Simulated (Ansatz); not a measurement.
# G0W0 on several functionals: Na2CaMgP2O8 (P-3m1)

How much of the starting functional survives in the G0W0 gap of Na2CaMgP2O8 (P-3m1)?

Method: G0W0 on several functionals, plane waves, PAW, in Ansatz 0.2.0.

## (1) Starting point

Symmetry: P-3m1, No. 164, trigonal system. The conventional cell has a = 5.309 Å, b = 5.309 Å, c = 7.237 Å, α = 90.00°, β = 90.00°, γ = 120.00°. Na has 7 O at 2.06 to 2.66 Å nearest. Ca has 6 O at 2.30 Å nearest. Mg has 6 O at 2.54 Å nearest. Nearest to P lie 4 O at 1.50 to 1.56 Å. O has 1 P at 1.50 Å and 1 Na at 2.06 Å nearest. Nearest to O lie 1 P at 1.56 Å and 1 Ca at 2.30 Å and 1 Mg at 2.54 Å and 2 Na at 2.66 Å. Farther neighbours and most contacts between anions are not listed.

Geometry: measured cell, ions relaxed with LDA. The runs that relaxed it are not among those shown. The default PAW set here is soft_2. Its files were made with PBE.

## (2) G0W0 on LDA

G0W0 replaces the xc potential by the self-energy, built once from these orbitals. Only a window of levels is corrected, while the sums run over the empty bands that the input names.

This step: G0W0 on LDA, plane waves, PAW.

input.yaml

```yaml
crystal:
  lattice:
    - [5.309, 0.0, 0.0]
    - [-2.6545, 4.5977288687, 0.0]
    - [0.0, 0.0, 7.237]
  atoms:
    - { symbol: Na, position: [0.3333333333, 0.6666666667, 0.7042996018] }
    - { symbol: Na, position: [0.6666666667, 0.3333333333, 0.2957003982] }
    - { symbol: Ca, position: [0.0, 0.0, 0.5] }
    - { symbol: Mg, position: [0.0, 0.0, 0.0] }
    - { symbol: P, position: [0.3333333333, 0.6666666667, 0.1970762484] }
    - { symbol: P, position: [0.6666666667, 0.3333333333, 0.8029237516] }
    - { symbol: O, position: [0.3333333333, 0.6666666667, -0.0106699007] }
    - { symbol: O, position: [0.6666666667, 0.3333333333, 1.0106699007] }
    - { symbol: O, position: [0.174395379, 0.825604621, 0.271664958] }
    - { symbol: O, position: [0.174395379, 0.3487907579, 0.271664958] }
    - { symbol: O, position: [0.6512092421, 0.825604621, 0.271664958] }
    - { symbol: O, position: [0.825604621, 0.174395379, 0.728335042] }
    - { symbol: O, position: [0.3487907579, 0.174395379, 0.728335042] }
    - { symbol: O, position: [0.825604621, 0.6512092421, 0.728335042] }
kpoints:
  mp_grid: { grid: [6, 6, 2] }
hamiltonian:
  xc: lda
scf:
  occupations: { method: fixed }
gw:
  n_empty_bands: 377
  ecut_chi: 96
  qp_bands: [v4, c4]
  qp_kpoints: band_edges
  screening: { model: contour_deformation }
```

Command:

```sh
> ansatz run input.yaml --threads 3 --pin off --max-ram 92160MiB --backend cuda --events-out ev --progress --plain --runs-dir out --devices 1 --max-vram 13GiB  # rebuilt from the run's record
```

Numbers of over 12 decimals in the logs are rounded to 6 here.

The log of the run:

```text
GPUs: using 1 of 1 available (devices: 1).
Engine: ansatz 0.2.0, x86_64-unknown-linux-gnu
Pseudopotentials: kind: paw
Pseudopotential: Na, paw, valence charge 9, recommended cutoff 420 eV (normal), Na.paw.azcp
Pseudopotential: Ca, paw, valence charge 10, recommended cutoff 420 eV (normal), Ca.paw.azcp
Pseudopotential: Mg, paw, valence charge 10, recommended cutoff 420 eV (normal), Mg.paw.azcp
Pseudopotential: P, paw, valence charge 5, recommended cutoff 420 eV (normal), P.paw.azcp
Pseudopotential: O, paw, valence charge 6, recommended cutoff 420 eV (normal), O.paw.azcp
Functional definition: SPW92
  exchange = slater_x
  correlation = pw_c
device memory: the entry about to start is reckoned to put 3.2 GiB on a device that reports 46.9 GiB free (of which the cap on the GPU budget leaves the run 13.0 GiB)
GPU FFT provider: cuFFT
GPU libraries: cuBLAS 13.8.2, cuFFT 12.4.0, cuSOLVER 12.3.4
Crystal: 14 atoms, lattice volume = 176.650 Å³
Basis set: ecut = 420 eV, 3439 PW (Γ)
Bands: 62, of which v1, the nominal top of the filled ones, is band 48 counted from 1 (47 counted from 0)
Symmetry: 12 space group operations
Space group: P-3m1 (ITA 164), of the structure as read, at distance tolerance 5.6e-5 Å
k-points: 14 of 72
Non-local potential: Na, projectors of the file, l = 0: 3, l = 1: 2, l = 2: 1
Non-local potential: Ca, projectors of the file, l = 0: 3, l = 1: 2, l = 2: 2
Non-local potential: Mg, projectors of the file, l = 0: 3, l = 1: 2, l = 2: 1
Non-local potential: P, projectors of the file, l = 0: 2, l = 1: 2, l = 2: 2
Non-local potential: O, projectors of the file, l = 0: 2, l = 1: 2, l = 2: 1
PAW form: soft (Blöchl's): semilocal exchange-correlation on the pseudo side does not see the compensation charge
PAW frozen core: Na, regenerated for the run's functional, and the local potential with it (the file was generated under x = pbe(κ = 0.804, μ = 0.219515), c = pbe(β = 0.066725))
PAW frozen core: Ca, regenerated for the run's functional, and the local potential with it (the file was generated under x = pbe(κ = 0.804, μ = 0.219515), c = pbe(β = 0.066725))
PAW frozen core: Mg, regenerated for the run's functional, and the local potential with it (the file was generated under x = pbe(κ = 0.804, μ = 0.219515), c = pbe(β = 0.066725))
PAW frozen core: P, regenerated for the run's functional, and the local potential with it (the file was generated under x = pbe(κ = 0.804, μ = 0.219515), c = pbe(β = 0.066725))
PAW frozen core: O, regenerated for the run's functional, and the local potential with it (the file was generated under x = pbe(κ = 0.804, μ = 0.219515), c = pbe(β = 0.066725))
PAW one-centre angular grid: Na, 110 points (default); XC on 64 Gauss nodes
PAW one-centre angular grid: Ca, 110 points (default); XC on 64 Gauss nodes
PAW one-centre angular grid: Mg, 110 points (default); XC on 64 Gauss nodes
PAW one-centre angular grid: P, 110 points (default); XC on 64 Gauss nodes
PAW one-centre angular grid: O, 110 points (default); XC on 64 Gauss nodes
Initial density: superposition of atomic densities (neutral atoms: chi_scale 0, normalization atom), corrected by the library's trained network
Initial wavefunctions: pseudopotential atomic-orbital guess
GPU buffer pool allocated for 64800 grid points (all kernels)
GPU transforms: local potential and band sums: pruned to the plane-wave sphere, on 36×36×50
Functional: x = slater, c = lda
SCF iter   1: F=—  HF=-12515.358380 eV  |F-HF|=—  |Δ(HF+E_count)|=         —  Δρ=1.40e-2  dr2=3.00e-1  ethr=1.77e-3  ⟨swp⟩=5.3  Hψ=3428  notcnv=0  defer=166
preconditioner: auto → Resta (q_TF=auto, 2.465 Å⁻¹)  ε∞=3.1  [insulator: Δε(μ)=2.824 eV  Ē_g=17.445 eV  n_scr=40 (ndim 8)  ℏωp=25.3 eV  f_vac=0.067  ε∞_Penn≈3.1]
SCF iter   2: F=—  HF=-12515.270106 eV  |F-HF|=—  |Δ(HF+E_count)|=   8.83e-2  Δρ=3.89e-3  dr2=1.36e-2  ethr=3.13e-4  ⟨swp⟩=2.5  Hψ=1398  notcnv=0  defer=168
SCF iter   3: F=—  HF=-12515.265890 eV  |F-HF|=—  |Δ(HF+E_count)|=   4.22e-3  Δρ=1.67e-3  dr2=4.10e-3  ethr=1.42e-5  ⟨swp⟩=2.9  Hψ=1315  notcnv=0  defer=166
SCF iter   4: F=—  HF=-12515.264754 eV  |F-HF|=—  |Δ(HF+E_count)|=   1.14e-3  Δρ=2.97e-4  dr2=1.11e-4  ethr=4.27e-6  ⟨swp⟩=2.2  Hψ=1107  notcnv=0  defer=166
SCF iter   5: F=—  HF=-12515.264752 eV  |F-HF|=—  |Δ(HF+E_count)|=   2.31e-6  Δρ=9.92e-5  dr2=1.31e-5  ethr=1.16e-7  ⟨swp⟩=2.0  Hψ=1384  notcnv=0  defer=163
SCF iter   6: F=—  HF=-12515.264752 eV  |F-HF|=—  |Δ(HF+E_count)|=   4.45e-7  Δρ=6.03e-5  dr2=5.18e-6  ethr=1.36e-8  ⟨swp⟩=2.1  Hψ=1255  notcnv=0  defer=165
SCF iter   7: F=—  HF=-12515.264751 eV  |F-HF|=—  |Δ(HF+E_count)|=   8.63e-7  Δρ=1.14e-5  dr2=2.24e-7  ethr=5.40e-9  ⟨swp⟩=2.0  Hψ=1120  notcnv=0  defer=165
SCF iter   8: F=-12515.264751 eV  HF=-12515.264751 eV  |F-HF|=2.36e-9  |Δ(HF+E_count)|=   4.60e-9  Δρ=2.98e-6  dr2=1.73e-8  ethr=1.04e-10  ⟨swp⟩=19.5  Hψ=5915  notcnv=0
SCF 1 converged in 8 iterations: F = -12515.264751 eV  dr2 = 1.73e-8
  greatest PAW one-centre occupation: 1.000 electrons in one spin orbital (limit 2), on the Mg atom at site 3 (counted from 0), in its partial waves of l = 0
device memory: the entry about to start is reckoned to put 4.0 GiB (of the 4.1 GiB reckoned in all, the device holds 0.1 GiB already) on a device that reports 51.9 GiB free (of which the cap on the GPU budget leaves the run 12.9 GiB)
NSCF: frozen V_eff on 14 k-points
the band table was solved once the SCF had ended and its energy, with any forces and stress, was formed, with the checks that follow a solve (3631 applications of the Hamiltonian). They found nothing against the state; the energy, forces and stress were not computed again (output.eigenvalues in the input reference)
device memory: the entry about to start is reckoned to put 5.0 GiB on a device that reports 51.4 GiB free (of which the cap on the GPU budget leaves the run 13.0 GiB)
NSCF: frozen V_eff on 14 k-points
G₀W₀ screening: q 1/14
[... further progress lines ...]
SCF converged after 8 iterations
Free energy (F): -12515.264751 eV
Harris-Foulkes:  -12515.264751 eV  (|F-HF|=2.36e-9)
Internal energy: -12515.264751 eV  (E = F + TS)
E sigma→0 (E₀):  -12515.264751 eV
Fermi energy:    4.392538 eV
--- Per-component energies (eV) ---
  E_band       = -1038.421565
  E_kinetic    = 2165.160868
  E_local      = -7861.171653  (includes V_loc(G=0)·N_el)
  E_nonlocal   = 859.792587
  E_hartree    = 2737.824702
  E_xc         = -950.510079
  E_vxc        = -1184.715756  (∫ρ·V_xc dr)
  E_paw        = -3838.634163  (= ΣΔE_a)
  E_vpaw       = -493.153173  (= ΣTr[D̂ρ^β])
  E_aug_tail   = 0.020307  (compensation charges beyond the density's cutoff)
  E_ewald      = -5629.472820
  E_core_change = 1.725500  (= ΣΔE_core)
  E_smearing   = -0.000000  (= −TS)
  E_closure    = 0.000000  (closes the sum)
  Σ components = -12515.264751   (vs F -12515.264751, Δ=0.00e0)
--- Band table (eV; the first three rows and the last of 14) ---
  k-point 0: bands = [... 44 lower, 4.2921, 4.3519, 4.3538, 4.3538, 7.4214, 9.7488, 10.6869, 10.6869, ... 10 higher]
  k-point 1: bands = [... 44 lower, 4.3046, 4.3120, 4.3120, 4.3396, 8.4520, 8.7163, 10.5366, 10.5366, ... 10 higher]
  k-point 2: bands = [... 44 lower, 4.1192, 4.1751, 4.2325, 4.3925, 7.7578, 9.9234, 10.5137, 10.8332, ... 10 higher]
  k-point 13: bands = [... 44 lower, 4.0215, 4.0286, 4.0286, 4.1003, 9.7086, 10.1246, 10.1246, 10.8679, ... 10 higher]
--- G₀W₀: contour deformation, 6 samples at zero and on the imaginary axis and 2 off it, 72 q-points, 377 empty bands' worth ---
  eigenvalues of the whole cell's RPA ε∞ on this k-mesh (on a slab, of 1 + 4πα/V) = 2.7061, 2.7061, 2.7727; static W/v taken at q = 0 is 0.363299
  bands read: the sum over 425 bands ends inside a degenerate multiplet in 1 slot, whose members it reads at an even weight; the widest, k=12: bands 425 to 426 (counted from 1) at 1/2 each
  gw.qp_kpoints: band_edges: 14 of 14 stored k-points solved, in 1 pass; an edge of the gap read off the rows below is read off those points alone
    ik  band        ε_KS         Σx   Σc(E_QP)       V_xc       Z   E_QP_lin       E_QP  E_QP is
     0    45      4.2921   -26.4826     4.4790   -20.9529  0.7795     3.2281     3.2414  root
     0    46      4.3519   -26.5967     4.4822   -21.0765  0.7795     3.3010     3.3139  root
     0    47      4.3538   -26.0217     4.3711   -20.5776  0.7771     3.2655     3.2808  root
     0    48      4.3538   -26.0217     4.3711   -20.5776  0.7771     3.2655     3.2808  root
     0    49      7.4214    -6.1159    -3.3812   -10.7645  0.8552     8.7011     8.6888  root
     0    50      9.7488    -7.2970    -3.8650   -12.9512  0.8337    11.5739    11.5380  root
     0    51     10.6869    -7.1082    -4.5344   -14.0416  0.8316    13.1632    13.0859  root
     0    52     10.6869    -7.1082    -4.5344   -14.0416  0.8316    13.1632    13.0859  root
     1    45      4.3046   -26.5078     4.4787   -20.9802  0.7795     3.2425     3.2557  root
     1    46      4.3120   -25.9364     4.3633   -20.5082  0.7766     3.2321     3.2472  root
     1    47      4.3120   -25.9364     4.3633   -20.5082  0.7766     3.2321     3.2472  root
     1    48      4.3396   -26.5700     4.4823   -21.0472  0.7796     3.2861     3.2991  root
     1    49      8.4520    -7.4407    -3.5057   -12.3701  0.8409     9.8937     9.8757  root
     1    50      8.7163    -6.9186    -3.3242   -11.7439  0.8465    10.2372    10.2173  root
     1    51     10.5366    -6.5563    -4.4677   -13.3181  0.8358    12.8968    12.8306  root
     1    52     10.5366    -6.5563    -4.4677   -13.3181  0.8358    12.8968    12.8306  root
     2    45      4.1192   -26.1489     4.4356   -20.6463  0.7787     3.0378     3.0521  root
     2    46      4.1751   -26.2168     4.4371   -20.7128  0.7788     3.0940     3.1082  root
     2    47      4.2325   -25.7397     4.3519   -20.2982  0.7768     3.1268     3.1429  root
     2    48      4.3925   -26.2310     4.4112   -20.7617  0.7774     3.3200     3.3344  root
     2    49      7.7578    -6.4485    -3.3517   -11.1098  0.8518     9.0811     9.0674  root
     2    50      9.9234    -7.4484    -3.8392   -13.0619  0.8314    11.7343    11.6975  root
     2    51     10.5137    -6.7305    -4.3243   -13.2805  0.8354    12.8016    12.7394  root
     2    52     10.8332    -7.2498    -4.5851   -14.2745  0.8295    13.3561    13.2728  root
[...]
13    45      4.0215   -25.7578     4.4093   -20.2436  0.7759     2.8998     2.9166  root
    13    46      4.0286   -25.5433     4.3665   -20.0727  0.7760     2.9076     2.9246  root
    13    47      4.0286   -25.5433     4.3665   -20.0727  0.7760     2.9076     2.9246  root
    13    48      4.1003   -25.6350     4.4348   -20.0768  0.7741     2.9585     2.9770  root
    13    49      9.7086    -7.9073    -3.6803   -13.1972  0.8266    11.3481    11.3181  root
    13    50     10.1246    -6.1051    -3.7395   -11.5556  0.8425    11.8679    11.8356  root
    13    51     10.1246    -6.1051    -3.7395   -11.5556  0.8425    11.8679    11.8356  root
    13    52     10.8679    -6.7255    -4.4218   -13.3033  0.8317    13.0864    13.0240  root
```

It took 56 s on 1 × NVIDIA H100 80GB HBM3 (shared by 6 runs) with 3 threads of AMD EPYC 7R13 (Zen 3), shared host; peak memory 1.9 GiB; 91 s of CPU time.

This step gave:

- bands summed: 425
- RPA ε∞ on this mesh (eigenvalues): 2.706, 2.706, 2.773
- plane waves in the screening matrix: 401
- q-points in the mesh: 72
- G0W0 gap on the mesh: 5.354 eV
- k of the valence top: 0, 0.1667, 0
- k of the conduction bottom: 0, 0, 0
- starting gap on the mesh: 3.029 eV
- Z at the valence top: 0.7774
- Z at the conduction bottom: 0.8552
- least direct G0W0 gap on the computed points: 5.375 eV

The gap on the mesh goes from 3.03 eV to 5.35 eV, a correction of +2.33 eV. Between the two edge states, bare exchange in place of the xc potential would open the gap by 10.12 eV, and correlation takes back 7.79 eV.

[end of part 1 of 2]

[Paths, hosts, dates, memory and timing lines, banners, echoed tables and standing remarks are left out of the program output.]

[Logs are printed without paths, hosts, clocks, repeated set-up lines and the standing remarks that a program may print on its own settings, such as how far it seeks lower states.]

[Runs of the session that timed out or met a known fault of the program may be left out.]

[Cells called generated may have been cut or substituted from an entry of the Crystallography Open Database or the Materials Project.]

[Hosts, paths, dates, database ids (printed as entryN), source tags and the programs' standing remarks are cut or masked in the printed files.]
